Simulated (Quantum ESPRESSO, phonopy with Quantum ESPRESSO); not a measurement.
# Grüneisen parameters and expansion of ZnS (F-43m), part 7 of 9

Which modes of ZnS drive its thermal expansion?

Experimental results on record:
- bulk modulus 71.4 GPa near room temperature (given in “High-Throughput Prediction of Finite-Temperature Properties using the Quasi-Harmonic Approximation”, 2016, arXiv:1603.06924)

Quantum ESPRESSO 7.5; DFT PBE, scalar-relativistic, plane waves, GBRV ultrasoft pseudopotentials.

So far. Step 13 (Ground state at this cell, V/V0 0.985): The run ends at a pressure of 1.06 GPa. Step 14 (Zone-centre response): The Born charges sum to zero within 0.0038 e; the rest is removed before use. Acoustic frequencies in this log differ from zero by the error of the sum rule, which ph.x does not impose.

The database entry behind the starting cell differs from later determinations by our own check (about 0.1 % short), so it need not match the best structure at ambient conditions.

## Step 15: Forces on a displaced cell

One atom (for the harmonic constants) or a pair of atoms (for the cubic ones) is moved by a few hundredths of an ångström; the forces on all atoms give a column of force constants. The threshold is tight because the forces are small.

System of this step: ZnS. It takes space group Cm (No. 8, monoclinic). Conventional cell: a = 13.256 Å, b = 7.653 Å, c = 7.653 Å, α = 90.00°, β = 125.26°, γ = 90.00°. Nearest to Zn lie 4 S at 2.33 to 2.36 Å. Zn has 4 S at 2.34 Å nearest. Nearest to Zn lie 4 S at 2.34 Å. Nearest to Zn lie 4 S at 2.34 Å. Farther neighbours and most contacts between anions are not listed.

disp-00001.in

```
&CONTROL
  calculation = 'scf'
  prefix      = 'x'
  outdir      = './tmp'
  pseudo_dir  = './pseudo'
  tprnfor     = .true.
  disk_io     = 'none'
/
&SYSTEM
  ibrav       = 0
  nat         = 16
  ntyp        = 2
  ecutwfc     = 45.0
  ecutrho     = 270.0
  occupations = 'fixed'
  nbnd        = 106
/
&ELECTRONS
  conv_thr         = 1.0d-11
  mixing_beta      = 0.7
  electron_maxstep = 100
/
ATOMIC_SPECIES
 Zn     65.3800  Zn.upf
 S      32.0600  S.upf
CELL_PARAMETERS angstrom
     0.000000000    5.411841496    5.411841496
     5.411841496    0.000000000    5.411841496
     5.411841496    5.411841496    0.000000000
ATOMIC_POSITIONS crystal
 Zn     0.127613184   0.125000000   0.125000000
 Zn     0.625000000   0.125000000   0.125000000
 Zn     0.125000000   0.625000000   0.125000000
 Zn     0.625000000   0.625000000   0.125000000
 Zn     0.125000000   0.125000000   0.625000000
 Zn     0.625000000   0.125000000   0.625000000
 Zn     0.125000000   0.625000000   0.625000000
 Zn     0.625000000   0.625000000   0.625000000
 S      0.000000000   0.000000000   0.000000000
 S      0.500000000   0.000000000   0.000000000
 S      0.000000000   0.500000000   0.000000000
 S      0.500000000   0.500000000   0.000000000
 S      0.000000000   0.000000000   0.500000000
 S      0.500000000   0.000000000   0.500000000
 S      0.000000000   0.500000000   0.500000000
 S      0.500000000   0.500000000   0.500000000
K_POINTS automatic
 3 3 3 0 0 0
```

Command:

```bash
OMP_NUM_THREADS=1 mpirun -n 4 pw.x -nk 4 -in disp-00001.in > disp-00001.out
```

Output:

```text
[banner, memory and clock lines left out]
Program PWSCF v.7.5

     Message from routine setup:
     using ibrav=0 with symmetry is DISCOURAGED, use correct ibrav instead

     G-vector sticks info

     bravais-lattice index     =            0
     lattice parameter (alat)  =      14.4630  a.u.
     unit-cell volume          =    2139.2513 (a.u.)^3
     number of atoms/cell      =           16
     number of atomic types    =            2
     number of electrons       =       208.00
[...]
atom    1 type  1   force =     0.00017605   -0.00372264   -0.00372264
     atom    2 type  1   force =    -0.00000565    0.00067855    0.00067855
     atom    3 type  1   force =     0.00035445   -0.00039778    0.00032544
[...]
atom   15 type  2   force =    -0.00003028    0.00000237    0.00000237
     atom   16 type  2   force =     0.00002415    0.00000228    0.00000228

     Total force =     0.006588     Total SCF correction =     0.000002
     Message from routine punch:
     Nothing written, as per user request (disk_io='none')
[key lines of the parts left out:]
!    total energy              =   -3886.16476346 Ry
convergence has been achieved in  15 iterations
```

It took 3.3 min on 4 MPI ranks of Arm Neoverse V1, shared host.

## Step 16: Lattice dynamics at this volume, V/V0 0.985

This step: DFT PBE, scalar-relativistic, plane waves, GBRV ultrasoft pseudopotentials (phonopy with Quantum ESPRESSO 4.10.0 / 7.5).

Wall time 3.3 min (8 threads).

No mode is imaginary beyond numerical noise along the path. The highest zone-centre mode (no LO–TO term) moved by +2.7 % for a volume change of -1.5 %.

The time given is that of the 2 pw.x runs on displaced cells behind this step.

## Step 17: Self-consistent run, V/V0 1.03

A tight ground state at this cell gives the energy of this member; its pressure is the stress at this cutoff, which can carry an offset from the finite basis.

This step: DFT PBE, scalar-relativistic, plane waves, GBRV ultrasoft pseudopotentials (Quantum ESPRESSO 7.5).

System of this step: ZnS. It takes space group F-43m (No. 216, cubic). Conventional cell: a = 5.493 Å, b = 5.493 Å, c = 5.493 Å, α = 90.00°, β = 90.00°, γ = 90.00°. Nearest to Zn lie 4 S at 2.38 Å. Nearest to S lie 4 Zn at 2.38 Å. Farther neighbours and most contacts between anions are not listed.

scf.in

```
&CONTROL
  calculation = 'scf'
  prefix      = 'x'
  outdir      = './tmp'
  pseudo_dir  = './pseudo'
  tprnfor     = .true.
  tstress     = .true.
/
&SYSTEM
  ibrav       = 0
  nat         = 2
  ntyp        = 2
  ecutwfc     = 45.0
  ecutrho     = 270.0
  occupations = 'fixed'
  nbnd        = 15
/
&ELECTRONS
  conv_thr         = 1.0d-12
  mixing_beta      = 0.7
  electron_maxstep = 100
/
ATOMIC_SPECIES
 Zn     65.3800  Zn.upf
 S      32.0600  S.upf
CELL_PARAMETERS angstrom
     0.000000000    2.746515604    2.746515604
     2.746515604    0.000000000    2.746515604
     2.746515604    2.746515604    0.000000000
ATOMIC_POSITIONS crystal
 Zn     0.250000000   0.250000000   0.250000000
 S      0.000000000   0.000000000   0.000000000
K_POINTS automatic
 12 12 12 0 0 0
```

Command:

```bash
OMP_NUM_THREADS=1 mpirun -n 8 pw.x -nk 8 -in scf.in > scf.out
```

Output:

```text
[banner, memory and clock lines left out]
Program PWSCF v.7.5

     Message from routine setup:
     using ibrav=0 with symmetry is DISCOURAGED, use correct ibrav instead

     G-vector sticks info

     bravais-lattice index     =            0
     lattice parameter (alat)  =       7.3400  a.u.
     unit-cell volume          =     279.6229 (a.u.)^3
     number of atoms/cell      =            2
     number of atomic types    =            2
     number of electrons       =        26.00
[...]
atom    2 type  2   force =     0.00000000    0.00000000   -0.00000000

     Total force =     0.000000     Total SCF correction =     0.000000

     Computing stress (Cartesian axis) and pressure

          total   stress  (Ry/bohr**3)                   (kbar)     P=      -19.75
  -0.00013424   0.00000000   0.00000000          -19.75        0.00        0.00
   0.00000000  -0.00013424  -0.00000000            0.00      -19.75       -0.00
   0.00000000  -0.00000000  -0.00013424            0.00       -0.00      -19.75

     XML data file, charge density, pseudopotentials, collected wavefunctions
[key lines of the parts left out:]
!    total energy              =    -485.77067196 Ry
convergence has been achieved in  11 iterations
```

It took 5.1 s on 8 MPI ranks.

The run ends at a pressure of -1.98 GPa.

## Step 18: Zone-centre response

In a polar crystal the Born charges and ε∞ give the long-range dipole term that a finite supercell misses. They are those of this k-mesh and were not tested on a denser one; where the gap is small they converge slowly, and the LO modes with them.

ph.in

```
phonons
&INPUTPH
  prefix = 'x'
  outdir = './tmp'
  fildyn = 'x.dyn'
  tr2_ph = 1.0d-18
  epsil  = .true.
/
0.000000000 0.000000000 0.000000000
```

scf.in is that of step 17.

Command:

```bash
OMP_NUM_THREADS=1 mpirun -n 8 ph.x -nk 8 -in ph.in > ph.out
```

Output:

```text
[banner, memory and clock lines left out]
Program PHONON v.7.5

     ./tmp/x.save/

     IMPORTANT: XC functional enforced from input :
     Exchange-correlation= PBE
                           (   1   4   3   4   0   0   0)
     Any further DFT definition will be discarded
     Please, verify this is what you really want

     G-vector sticks info

     Reading collected, re-writing distributed wavefunctions in ./tmp/

     Number and degeneracy of irreps per q-point
       N         xq(1)         xq(2)         xq(3)   N irreps
[...]
freq (    1) =      -0.160691 [THz] =      -5.360075 [cm-1]
     freq (    2) =      -0.160691 [THz] =      -5.360075 [cm-1]
     freq (    3) =      -0.160691 [THz] =      -5.360075 [cm-1]
     freq (    4) =       7.427063 [THz] =     247.740143 [cm-1]
     freq (    5) =       7.427063 [THz] =     247.740143 [cm-1]
     freq (    6) =       7.427063 [THz] =     247.740143 [cm-1]
 **************************************************************************

     Mode symmetry, T_d (-43m)  point group:

     freq (   1-   3) =         -5.4  [cm-1]   --> T_2  G_15 P_4   I+R
     freq (   4-   6) =        247.7  [cm-1]   --> T_2  G_15 P_4   I+R
```

Wall time 2 min (8 MPI ranks); 16 min of CPU time.

The Born charges sum to zero within 0.0040 e; the rest is removed before use. Acoustic frequencies in this log differ from zero by the error of the sum rule, which ph.x does not impose.

## Step 19: A displaced supercell

One atom (for the harmonic constants) or a pair of atoms (for the cubic ones) is moved by a few hundredths of an ångström; the forces on all atoms give a column of force constants. The threshold is tight because the forces are small.

System of this step: ZnS. The structure is monoclinic, space group Cm (No. 8). Conventional cell: a = 13.455 Å, b = 7.768 Å, c = 7.768 Å, α = 90.00°, β = 125.26°, γ = 90.00°. Zn has 4 S at 2.36 to 2.39 Å nearest. Nearest to Zn lie 4 S at 2.38 Å. Zn has 4 S at 2.38 Å nearest. Zn has 4 S at 2.38 Å nearest. Farther neighbours and most contacts between anions are not listed.

Changes to disp-00001.in since step 15:

```diff
@@ -26,7 +26,7 @@
 CELL_PARAMETERS angstrom
-     0.000000000    5.411841496    5.411841496
-     5.411841496    0.000000000    5.411841496
-     5.411841496    5.411841496    0.000000000
+     0.000000000    5.493031207    5.493031207
+     5.493031207    0.000000000    5.493031207
+     5.493031207    5.493031207    0.000000000
 ATOMIC_POSITIONS crystal
- Zn     0.127613184   0.125000000   0.125000000
+ Zn     0.127574559   0.125000000   0.125000000
  Zn     0.625000000   0.125000000   0.125000000
```

Command:

```bash
OMP_NUM_THREADS=1 mpirun -n 4 pw.x -nk 4 -in disp-00001.in > disp-00001.out
```

Output:

```text
[banner, memory and clock lines left out]
Program PWSCF v.7.5

     Message from routine setup:
     using ibrav=0 with symmetry is DISCOURAGED, use correct ibrav instead

     G-vector sticks info

     bravais-lattice index     =            0
     lattice parameter (alat)  =      14.6800  a.u.
     unit-cell volume          =    2236.9836 (a.u.)^3
     number of atoms/cell      =           16
     number of atomic types    =            2
     number of electrons       =       208.00
[...]
atom    1 type  1   force =     0.00015202   -0.00321077   -0.00321077
     atom    2 type  1   force =    -0.00000332    0.00066503    0.00066503
     atom    3 type  1   force =     0.00034838   -0.00040083    0.00031607
[...]
atom   15 type  2   force =    -0.00002025    0.00000302    0.00000302
     atom   16 type  2   force =     0.00002064    0.00000286    0.00000286

     Total force =     0.005617     Total SCF correction =     0.000005
     Message from routine punch:
     Nothing written, as per user request (disk_io='none')
[key lines of the parts left out:]
!    total energy              =   -3886.16355596 Ry
convergence has been achieved in  14 iterations
```

Run time: 3.3 min. Hardware: 4 MPI ranks; 13 min of CPU time.

## Step 20: Phonons, V/V0 1.03

This step: DFT PBE, scalar-relativistic, plane waves, GBRV ultrasoft pseudopotentials (phonopy with Quantum ESPRESSO 4.10.0 / 7.5).

It took 3.3 min on 8 threads; 26 min of CPU time.

Phonopy, LO-TO term from ph.x's tensors. Phonon branches along the path, in cm⁻¹:

```
    point  branch 1  branch 2  branch 3  branch 4  branch 5  branch 6
        Γ         0         0         0       248       248       317
  halfway        69        69       137       261       261       309
        X        90        90       199       280       280       299
  halfway        89       103       193       278       282       297
        U        87       127       177       274       283       295
jump to K        87       127       177       274       283       295
  halfway        60        96       135       256       265       306
        Γ         0         0         0       248       248       317
  halfway        53        53       133       254       254       312
        L        72        72       185       260       260       309
  halfway        83       117       172       268       273       301
        W       101       132       168       279       283       293
  halfway        95       108       187       279       281       296
        X        90        90       199       280       280       299
```

The phonon branches as a text plot (rows in cm⁻¹):

```
    311 |*********              *********************
    297 |         **************                     ************
    284 |          ***********                          *********
    271 |       ***     *********                   *****
    258 |  *****              *******      **********
    245 |**                        ********
    231 |
    218 |
    205 |            *
    192 |          ** ***                                    ****
    178 |         *      **                    ********     *
    165 |       **         *                           *****
    152 |                   ****             **
    139 |     **           ***  *           *           ***
    126 |                **                            *   **
    112 |    *          *     ** **                   *      *
     99 |             **        *          *         *  ********
     86 |         **********       **               * **       **
     73 |  ** ****          **** **      **    *******
     59 |    *                  *            **
     46 |                        *****     **
     33 | ***                      **   ***
     20 | *                          *  *
      7 |*                            **
         Γ           X  U|K            Γ         L        W     X
```

No mode is imaginary beyond numerical noise along the path. The highest zone-centre mode (no LO–TO term) moved by -5.3 % for a volume change of +3.0 %.

The time given is that of the 2 pw.x runs on displaced cells behind this step.

## Step 21: Ground state at this cell, V/V0 0.97

A tight ground state at this cell gives the energy of this member; its pressure is the stress at this cutoff, which can carry an offset from the finite basis.

This step: DFT PBE, scalar-relativistic, plane waves, GBRV ultrasoft pseudopotentials (Quantum ESPRESSO 7.5).

System of this step: ZnS. It takes space group F-43m (No. 216, cubic). Conventional cell: a = 5.384 Å, b = 5.384 Å, c = 5.384 Å, α = 90.00°, β = 90.00°, γ = 90.00°. Nearest to Zn lie 4 S at 2.33 Å. S has 4 Zn at 2.33 Å nearest. Farther neighbours and most contacts between anions are not listed.

Changes to scf.in since step 18:

```diff
@@ -26,5 +26,5 @@
 CELL_PARAMETERS angstrom
-     0.000000000    2.746515604    2.746515604
-     2.746515604    0.000000000    2.746515604
-     2.746515604    2.746515604    0.000000000
+     0.000000000    2.692114789    2.692114789
+     2.692114789    0.000000000    2.692114789
+     2.692114789    2.692114789    0.000000000
 ATOMIC_POSITIONS crystal
```

Command:

```bash
OMP_NUM_THREADS=1 mpirun -n 8 pw.x -nk 8 -in scf.in > scf.out
```

Output:

```text
[banner, memory and clock lines left out]
Program PWSCF v.7.5

     Message from routine setup:
     using ibrav=0 with symmetry is DISCOURAGED, use correct ibrav instead

     G-vector sticks info

     bravais-lattice index     =            0
     lattice parameter (alat)  =       7.1946  a.u.
     unit-cell volume          =     263.3342 (a.u.)^3
     number of atoms/cell      =            2
     number of atomic types    =            2
     number of electrons       =        26.00
[...]
atom    2 type  2   force =    -0.00000000   -0.00000000   -0.00000000

     Total force =     0.000000     Total SCF correction =     0.000000

     Computing stress (Cartesian axis) and pressure

          total   stress  (Ry/bohr**3)                   (kbar)     P=       22.55
   0.00015327   0.00000000   0.00000000           22.55        0.00        0.00
   0.00000000   0.00015327  -0.00000000            0.00       22.55       -0.00
   0.00000000  -0.00000000   0.00015327            0.00       -0.00       22.55

     XML data file, charge density, pseudopotentials, collected wavefunctions
[key lines of the parts left out:]
!    total energy              =    -485.77028790 Ry
convergence has been achieved in  11 iterations
```

It took 5 s on 8 MPI ranks.

The run ends at a pressure of 2.25 GPa.

## Step 22: Zone-centre response

In a polar crystal the Born charges and ε∞ give the long-range dipole term that a finite supercell misses. They are those of this k-mesh and were not tested on a denser one; where the gap is small they converge slowly, and the LO modes with them.

ph.in is that of step 18.

scf.in is that of step 21.

Command:

```bash
OMP_NUM_THREADS=1 mpirun -n 8 ph.x -nk 8 -in ph.in > ph.out
```

Output:

```text
[banner, memory and clock lines left out]
Program PHONON v.7.5

     ./tmp/x.save/

     IMPORTANT: XC functional enforced from input :
     Exchange-correlation= PBE
                           (   1   4   3   4   0   0   0)
     Any further DFT definition will be discarded
     Please, verify this is what you really want

     G-vector sticks info

     Reading collected, re-writing distributed wavefunctions in ./tmp/

     Number and degeneracy of irreps per q-point
       N         xq(1)         xq(2)         xq(3)   N irreps
[...]
freq (    1) =       0.018606 [THz] =       0.620646 [cm-1]
     freq (    2) =       0.018606 [THz] =       0.620646 [cm-1]
     freq (    3) =       0.018606 [THz] =       0.620646 [cm-1]
     freq (    4) =       8.278101 [THz] =     276.127713 [cm-1]
     freq (    5) =       8.278101 [THz] =     276.127713 [cm-1]
     freq (    6) =       8.278101 [THz] =     276.127713 [cm-1]
 **************************************************************************

     Mode symmetry, T_d (-43m)  point group:

     freq (   1-   3) =          0.6  [cm-1]   --> T_2  G_15 P_4   I+R
     freq (   4-   6) =        276.1  [cm-1]   --> T_2  G_15 P_4   I+R
```

Wall time 1.9 min (8 MPI ranks); 15 min of CPU time.

ε∞:

```
5.93 0.00 0.00
0.00 5.93 0.00
0.00 0.00 5.93
```

The Born charges sum to zero within 0.0038 e; the rest is removed before use. Acoustic frequencies in this log differ from zero by the error of the sum rule, which ph.x does not impose.

## Step 23: A displaced supercell

One atom (for the harmonic constants) or a pair of atoms (for the cubic ones) is moved by a few hundredths of an ångström; the forces on all atoms give a column of force constants. The threshold is tight because the forces are small.

System of this step: ZnS. The structure is monoclinic, space group Cm (No. 8). Conventional cell: a = 13.189 Å, b = 7.614 Å, c = 7.614 Å, α = 90.00°, β = 125.26°, γ = 90.00°. Nearest to Zn lie 4 S at 2.32 to 2.35 Å. Zn has 4 S at 2.33 Å nearest. Nearest to Zn lie 4 S at 2.33 Å. Nearest to Zn lie 4 S at 2.33 Å. Farther neighbours and most contacts between anions are not listed.

Changes to disp-00001.in since step 19:

```diff
@@ -26,7 +26,7 @@
 CELL_PARAMETERS angstrom
-     0.000000000    5.493031207    5.493031207
-     5.493031207    0.000000000    5.493031207
-     5.493031207    5.493031207    0.000000000
+     0.000000000    5.384229579    5.384229579
+     5.384229579    0.000000000    5.384229579
+     5.384229579    5.384229579    0.000000000
 ATOMIC_POSITIONS crystal
- Zn     0.127574559   0.125000000   0.125000000
+ Zn     0.127626585   0.125000000   0.125000000
  Zn     0.625000000   0.125000000   0.125000000
```

Command:

```bash
OMP_NUM_THREADS=1 mpirun -n 4 pw.x -nk 4 -in disp-00001.in > disp-00001.out
```

Output:

```text
[banner, memory and clock lines left out]
Program PWSCF v.7.5

     Message from routine setup:
     using ibrav=0 with symmetry is DISCOURAGED, use correct ibrav instead

     G-vector sticks info

     bravais-lattice index     =            0
     lattice parameter (alat)  =      14.3892  a.u.
     unit-cell volume          =    2106.6739 (a.u.)^3
     number of atoms/cell      =           16
     number of atomic types    =            2
     number of electrons       =       208.00
[...]
atom    1 type  1   force =     0.00018618   -0.00391041   -0.00391041
     atom    2 type  1   force =    -0.00000481    0.00068262    0.00068262
     atom    3 type  1   force =     0.00035651   -0.00039472    0.00032731
[...]
atom   15 type  2   force =    -0.00003202    0.00000224    0.00000224
     atom   16 type  2   force =     0.00002506    0.00000186    0.00000186

     Total force =     0.006951     Total SCF correction =     0.000005
     Message from routine punch:
     Nothing written, as per user request (disk_io='none')
[key lines of the parts left out:]
!    total energy              =   -3886.16030050 Ry
convergence has been achieved in  15 iterations
```

It took 3.3 min on 4 MPI ranks; 13 min of CPU time.

[end of part 7 of 9]

[Logs are printed without paths, hosts, clocks, repeated set-up lines and the standing remarks that a program may print on its own settings, such as how far it seeks lower states.]

[Hosts, paths, dates, database ids (printed as entryN), source tags and the programs' standing remarks are cut or masked in the printed files.]

[A step with changed settings may run another functional than the one named; its input shows which.]

[Of the runs on displaced cells, only some may be shown.]
